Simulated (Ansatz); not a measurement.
# How fast states decay through InGaAg2Te2S2, part 3 of 3

Aim: relax a made-up compound, InGaAg2Te2S2, and see how good a tunnel barrier it would be. It is built by putting S for Se in the InGaAg2Te2Se2 structure of space group C2, with the volume rescaled by atomic radii. The parent structure comes from the Materials Project.

Ansatz 0.2.0; r2SCAN DFT, plane waves, PAW files (the session's first sound run).

So far. Step 3 (The bulk crystal and its band edges): The searched edges give 0.868 eV, as on the mesh. Step 4 (Complex bands): At the listed wavevectors the last open channel is at -0.02 eV and the next at +0.89 eV on the grid. At +0.40 eV, the grid energy nearest the filling level (the middle of the gap on the SCF mesh), the slowest state at the listed wavevectors decays with κ = 0.0854 Å⁻¹, its amplitude falling by e over 12 Å.

The structure was built from a prototype and need not be the compound's stable phase.

## Step 5: Band edges at another level

This step: r2SCAN DFT, plane waves, JTH PAW files (Ansatz 0.2.0).

The edges again with JTH files, at the same atoms.

input.yaml reads:

```yaml
crystal:
  lattice:
    - [4.3504275629, -5.8072917484, 0.0982078453]
    - [4.3504275629, 5.8072917484, 0.0982078453]
    - [-4.2191780423, 0.0, 4.2378051822]
  atoms:
    - { symbol: In, position: [0.5063506854, 0.4936493146, 0.5] }
    - { symbol: Ga, position: [0.7391820476, 0.2608179524, 0.0] }
    - { symbol: Ag, position: [0.2245292285, 0.7754707715, 0.0] }
    - { symbol: Ag, position: [0.0322331943, 0.9677668057, 0.5] }
    - { symbol: Te, position: [0.1032151968, 0.3653409204, 0.9786908528] }
    - { symbol: Te, position: [0.6346590796, 0.8967848032, 0.0213091472] }
    - { symbol: S, position: [0.8418736271, 0.5820385593, 0.4470646073] }
    - { symbol: S, position: [0.4179614407, 0.1581263729, 0.5529353927] }
kpoints:
  mp_grid: { grid: [4, 4, 6] }
  band_path: { path: [VBM, CBM], npoints: 30 }
scf:
  occupations: { method: fixed }
hamiltonian:
  xc: r2scan
  pseudopotentials: { kind: paw, source: jth }
output:
  eigenvalues: true
```

Started as:

```sh
> ansatz run input.yaml --threads 2 --pin off --max-ram 4096MiB --backend cpu --events-out ev --progress --plain --runs-dir out
```

Numbers of over 12 decimals in the logs are rounded to 6 here.

Log:

```text
Warning: <dir> the checks of this In dataset prove no rule for summing its radial tables, as where they were carried onto another mesh than they were made on, and Gregory's rule is taken, under which a leading mesh point left out moves its sums only by what lay on the interval it spanned. That does not make them correct, and they differ from Quantum ESPRESSO's on this file; a re-export a fraction of a mesh step off can move them. hamiltonian.pseudopotentials.radial_quadrature: simpson_from_first_knot sums it by `pw.x`'s rule; on a PAW file no value gives `pw.x`'s numbers. What more to know: hamiltonian.pseudopotentials.radial_quadrature, in the input reference
Warning: <dir> the checks of this Ga dataset prove no rule for summing its radial tables, as where they were carried onto another mesh than they were made on, and Gregory's rule is taken, under which a leading mesh point left out moves its sums only by what lay on the interval it spanned. That does not make them correct, and they differ from Quantum ESPRESSO's on this file; a re-export a fraction of a mesh step off can move them. hamiltonian.pseudopotentials.radial_quadrature: simpson_from_first_knot sums it by `pw.x`'s rule; on a PAW file no value gives `pw.x`'s numbers. What more to know: hamiltonian.pseudopotentials.radial_quadrature, in the input reference
Warning: <dir> the checks of this Ag dataset prove no rule for summing its radial tables, as where they were carried onto another mesh than they were made on, and Gregory's rule is taken, under which a leading mesh point left out moves its sums only by what lay on the interval it spanned. That does not make them correct, and they differ from Quantum ESPRESSO's on this file; a re-export a fraction of a mesh step off can move them. hamiltonian.pseudopotentials.radial_quadrature: simpson_from_first_knot sums it by `pw.x`'s rule; on a PAW file no value gives `pw.x`'s numbers. What more to know: hamiltonian.pseudopotentials.radial_quadrature, in the input reference
Warning: <dir> the checks of this Te dataset prove no rule for summing its radial tables, as where they were carried onto another mesh than they were made on, and Gregory's rule is taken, under which a leading mesh point left out moves its sums only by what lay on the interval it spanned. That does not make them correct, and they differ from Quantum ESPRESSO's on this file; a re-export a fraction of a mesh step off can move them. hamiltonian.pseudopotentials.radial_quadrature: simpson_from_first_knot sums it by `pw.x`'s rule; on a PAW file no value gives `pw.x`'s numbers. What more to know: hamiltonian.pseudopotentials.radial_quadrature, in the input reference
Warning: <dir> the checks of this S dataset prove no rule for summing its radial tables, as where they were carried onto another mesh than they were made on, and Gregory's rule is taken, under which a leading mesh point left out moves its sums only by what lay on the interval it spanned. That does not make them correct, and they differ from Quantum ESPRESSO's on this file; a re-export a fraction of a mesh step off can move them. hamiltonian.pseudopotentials.radial_quadrature: simpson_from_first_knot sums it by `pw.x`'s rule; on a PAW file no value gives `pw.x`'s numbers. What more to know: hamiltonian.pseudopotentials.radial_quadrature, in the input reference
Engine: ansatz 0.2.0, aarch64-unknown-linux-gnu
Pseudopotentials: kind: paw
Pseudopotential: In, paw, valence charge 13, recommended cutoff 9000 eV (normal), In.paw.azcp
Pseudopotential: Ga, paw, valence charge 13, recommended cutoff 3600 eV (normal), Ga.paw.azcp
Pseudopotential: Ag, paw, valence charge 11, recommended cutoff 1380 eV (normal), Ag.paw.azcp
Pseudopotential: Te, paw, valence charge 6, recommended cutoff 540 eV (normal), Te.paw.azcp
Pseudopotential: S, paw, valence charge 6, recommended cutoff 780 eV (normal), S.paw.azcp
Functional definition: r2SCAN
  parameter k0 = 0.174
  parameter k1 = 0.065
  parameter a1 = 4.9479
  exchange = r2scan_x(k0 = k0, k1 = k1, a1 = a1)
  correlation = r2scan_c
Error: memory limit exceeded: the `cold-start seed` phase needs 24.07 GiB against the run's memory maximum of 4.00 GiB; largest carriers: ion tables 12.24 GiB, wavefunctions 9.46 GiB, plane-wave basis 1.18 GiB, trial-orbital tables 0.45 GiB, unmodelled-tail allowance 0.30 GiB; this run sums exchange and correlation above basis.xc_grid: 1 (its plan line states the level, which a resume's fixed deck keeps): xc box scra [...]
with nothing else changed it takes a maximum of at least 24.08 GiB, with nothing to spare, and 26.48 GiB leaves up to a tenth: --max-ram 26.48GiB where that set the maximum, else more of the term that did, and with no share typed, where 26.48 GiB is over 0.88 of the host's memory or its container's limit, a share of 0.88 or more that holds the maximum too (--max-ram-frac F), where one does; The budget is ten eleventh [...]
```

It took 11 s on 2 threads of Arm Neoverse V2, shared host; peak memory 2.3 GiB.

The input was rejected at the start.

The program's message: “Error: memory limit exceeded: the `cold-start seed` phase needs 24.07 GiB against the run's memory maximum of 4.00 GiB; largest carriers: ion tables 12.24 GiB, wavefunctions 9.46 GiB, plane-wave basis …”

## Step 6: Summary of results

```
band gap                                         : 0.868 eV
least decay constant at mid-gap, normal to (010) : 0.0854 Å⁻¹
```

What this shows: With r2SCAN, the slowest decay at the wavevectors tried is κ = 0.0854 Å⁻¹, normal to (010). Through such a film the transmission near mid-gap falls as exp(−2κd), a factor of ten every 13 Å. A free electron under a barrier of half the gap would need a mass of 0.064 mₑ to decay at this rate. The compound is made up by substitution; its stability against other phases and against distortions of the cell's symmetry was not tested. r2SCAN still narrows gaps, if less than LDA and GGA do, while spin-orbit coupling, left out here, narrows them in compounds of heavy elements, so the error in κ can go either way.

[Logs are printed without paths, hosts, clocks, repeated set-up lines and the standing remarks that a program may print on its own settings, such as how far it seeks lower states.]

[Hosts, paths, dates, database ids (printed as entryN), source tags and the programs' standing remarks are cut or masked in the printed files.]
